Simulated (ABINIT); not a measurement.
# Diamond (Fd-3m, 2 atoms a cell): G0W0 in ABINIT against the screening cutoff in the self-energy, part 2 of 2

How does the gap of Diamond (Fd-3m, 2 atoms a cell) converge in the screening cutoff in the self-energy?

ABINIT 10.8.3; PBE and many-body steps on it, plane waves. Known limits of the many-body steps: not at the basis limit.

So far. Step 2 (Screening, 8×8×8 mesh, 210 bands, screening to 435.4 eV): Local fields lower ε∞ by 7 %. Step 5 (5.6 Ha): The gap on the mesh goes from 4.19 eV to 5.44 eV, a correction of +1.25 eV.

## (6) 8 Ha

Level of this step: G0W0 on PBE, plane waves, norm-conserving pseudopotentials (ABINIT).

The input, run.abi:

```
acell 3*1.0 Angstrom
rprim 
  -0.000000000000 1.783370000000 1.783370000000
  1.783370000000 0.000000000000 1.783370000000
  1.783370000000 1.783370000000 0.000000000000
ntypat 1
znucl 6
natom 2
typat 1 1
xred 
  0.000000000000 0.000000000000 -0.000000000000
  0.250000000000 0.250000000000 0.250000000000
pp_dirpath "pseudos"
pseudos "C.upf"
ecut 37
ngkpt 8 8 8
nshiftk 1
shiftk 0 0 0
kptopt 1
chksymbreak 0
istwfk *1
occopt 1
irdwfk 1
optdriver 4
nband 210
gwcalctyp 0
ecutsigx 37
symsigma 1
nkptgw 2
kptgw 
  0.0000000000 0.0000000000 0.0000000000
  0.3750000000 0.3750000000 0.0000000000
bdgw 
  2 7
  3 6
ecuteps 8
irdscr 1
ppmodel 1
indata_prefix "in"
outdata_prefix "out"
tmpdata_prefix "tmp"
```

Run with:

```sh
$ OMP_NUM_THREADS=1 mpirun -n 4 abinit run.abi > log
```

Log:

```text
.Version 10.8.3 of ABINIT. v10.8.2 released Aug 2026.

 Symmetries : space group Fd -3 m (#227); Bravais cF (face-center cubic)
[... echo of the input left out ...]
== DATASET  1 ==================================================================
-   mpi_nproc: 4, omp_nthreads: 1 (-1 if OMP is not activated)

--- !DatasetInfo
iteration_state: {dtset: 1, }
dimensions: {natom: 2, nkpt: 29, mband: 210, nsppol: 1, nspinor: 1, nspden: 1, mpw: 869, }
cutoff_energies: {ecut:  37.0, pawecutdg:  -1.0, }
[...]
Band     E0 <VxcDFT>   SigX SigC(E0)      Z dSigC/dE  Sig(E)    E-E0       E
[...]
5  14.483 -14.094  -8.673  -4.802   0.842  -0.187 -13.572   0.522  15.005
        6  17.096 -13.238  -7.304  -5.333   0.843  -0.186 -12.731   0.507  17.603

== END DATASET(S) ==============================================================
================================================================================

 -outvars: echo values of variables after computation  --------
           etotal      0.0000000000E+00
            nband         210
             nkpt          29
          spgroup         227
 [... the other variables as echoed above ...]

 Calculation completed.
```

Run time: 7.2 s. Hardware: 4 MPI ranks of AMD EPYC 9R45, shared host; peak memory 1.2 GiB; 28 s of CPU time.

Numbers from this step:

```
G0W0 gap on the points computed              : 5.452 eV
starting gap on the mesh                     : 4.190 eV
k of the valence top                         : 0, 0, 0
k of the conduction bottom                   : 0.375, 0.375, 0
least direct G0W0 gap on the computed points : 7.355 eV
```

Against the run before, the gap moves by +0.008 eV.

## (7) 12 Ha

run.abi: that of step 6 with these lines changed.

```diff
@@ -35,3 +35,3 @@
   3 6
-ecuteps 8
+ecuteps 12
 irdscr 1
```

Log:

```text
.Version 10.8.3 of ABINIT. v10.8.2 released Aug 2026.

 Symmetries : space group Fd -3 m (#227); Bravais cF (face-center cubic)
[... echo of the input left out ...]
== DATASET  1 ==================================================================
-   mpi_nproc: 4, omp_nthreads: 1 (-1 if OMP is not activated)

--- !DatasetInfo
iteration_state: {dtset: 1, }
dimensions: {natom: 2, nkpt: 29, mband: 210, nsppol: 1, nspinor: 1, nspden: 1, mpw: 869, }
cutoff_energies: {ecut:  37.0, pawecutdg:  -1.0, }
[...]
Band     E0 <VxcDFT>   SigX SigC(E0)      Z dSigC/dE  Sig(E)    E-E0       E
[...]
5  14.483 -14.094  -8.673  -4.889   0.841  -0.189 -13.647   0.448  14.930
        6  17.096 -13.238  -7.304  -5.411   0.842  -0.187 -12.798   0.441  17.537

== END DATASET(S) ==============================================================
================================================================================

 -outvars: echo values of variables after computation  --------
           etotal      0.0000000000E+00
            nband         210
             nkpt          29
          spgroup         227
 [... the other variables as echoed above ...]

 Calculation completed.
```

The job ended after 34 s (4 MPI ranks; peak memory 1.9 GiB; 2.2 min of CPU time).

This step gave:

* G0W0 gap on the points computed: 5.527 eV
* starting gap on the mesh: 4.190 eV
* k of the valence top: 0, 0, 0
* k of the conduction bottom: 0.375, 0.375, 0
* least direct G0W0 gap on the computed points: 7.426 eV

Against the run before, the gap moves by +0.075 eV.

## (8) 16 Ha

run.abi: that of step 7 with these lines changed.

```diff
@@ -35,3 +35,3 @@
   3 6
-ecuteps 12
+ecuteps 16
 irdscr 1
```

Log:

```text
.Version 10.8.3 of ABINIT. v10.8.2 released Aug 2026.

 Symmetries : space group Fd -3 m (#227); Bravais cF (face-center cubic)
[... echo of the input left out ...]
== DATASET  1 ==================================================================
-   mpi_nproc: 4, omp_nthreads: 1 (-1 if OMP is not activated)

--- !DatasetInfo
iteration_state: {dtset: 1, }
dimensions: {natom: 2, nkpt: 29, mband: 210, nsppol: 1, nspinor: 1, nspden: 1, mpw: 869, }
cutoff_energies: {ecut:  37.0, pawecutdg:  -1.0, }
[...]
Band     E0 <VxcDFT>   SigX SigC(E0)      Z dSigC/dE  Sig(E)    E-E0       E
[...]
5  14.483 -14.094  -8.673  -4.899   0.841  -0.189 -13.654   0.440  14.923
        6  17.096 -13.238  -7.304  -5.419   0.842  -0.187 -12.804   0.434  17.530

== END DATASET(S) ==============================================================
================================================================================

 -outvars: echo values of variables after computation  --------
           etotal      0.0000000000E+00
            nband         210
             nkpt          29
          spgroup         227
 [... the other variables as echoed above ...]

 Calculation completed.
```

The job ended after 64 s (4 MPI ranks; peak memory 2.2 GiB).

This step gave:

```yaml
g0w0_gap_on_the_points_computed: 5.538 eV
starting_gap_on_the_mesh: 4.190 eV
k_of_the_valence_top: 0, 0, 0
k_of_the_conduction_bottom: 0.375, 0.375, 0
least_direct_g0w0_gap_on_the_computed_points: 7.434 eV
```

Against the run before, the gap moves by +0.011 eV.

## (9) Side by side

Times are wall times on 4 MPI ranks of AMD EPYC 9R45, shared host, good to a factor of about two. A run's time includes the screening step that it read.

```csv
run,mesh,bands,screening cutoff (eV),DFT gap (eV),gap on the mesh (eV),direct (eV),ε∞ used,time
1.6 Ha,8×8×8,210,43.5,4.190,5.141,7.300,5.51,4.4 min
3.2 Ha,8×8×8,210,87.1,4.190,5.196,7.219,5.51,4.4 min
5.6 Ha,8×8×8,210,152.4,4.190,5.444,7.353,5.51,4.5 min
8 Ha,8×8×8,210,217.7,4.190,5.452,7.355,5.51,4.5 min
12 Ha,8×8×8,210,326.5,4.190,5.527,7.426,5.51,4.9 min
16 Ha,8×8×8,210,435.4,4.190,5.538,7.434,5.51,5.4 min
```

## (10) What came out

| Item | Value |
| --- | --- |
| 1.6 Ha | 5.141 eV |
| 3.2 Ha | 5.196 eV |
| 5.6 Ha | 5.444 eV |
| 8 Ha | 5.452 eV |
| 12 Ha | 5.527 eV |
| 16 Ha | 5.538 eV |
| known limits | not at the basis limit |

**Reading.** The setting moved: screening cutoff in the self-energy. From 1.6 Ha to 16 Ha the gap moves by +0.40 eV. The last step still moves it by +0.011 eV. Bands and screening cutoff are coupled, so a series along one setting does not show full convergence. Bands and cutoff are finite, so the gap is not at the basis limit. The miss can reach some tenths of an eV and take either sign; the mesh is an error of its own. In the first G0W0 run levels were corrected at 2 k points alone, so a gap called «on the mesh» is the least over those, and an edge elsewhere would be missed.

[Paths, hosts, dates, memory and timing lines, banners, echoed tables and standing remarks are left out of the program output.]

[Logs are printed without paths, hosts, clocks, repeated set-up lines and the standing remarks that a program may print on its own settings, such as how far it seeks lower states.]

[Runs of the session that timed out or met a known fault of the program may be left out.]

[No measured gap is set beside runs whose start may be inverted or whose files or cutoffs have a known fault.]

[Hosts, paths, dates, database ids (printed as entryN), source tags and the programs' standing remarks are cut or masked in the printed files.]

[G0W0 gaps are taken among the corrected bands and points alone; a level outside them can change the order at an edge.]

[Where Ansatz stands beside ABINIT at settings called matched, ABINIT's density can come from a denser mesh and the files from another edition; pairs whose starting gaps differed by over 0.03 eV were left out, so agreement reads better than it is.]
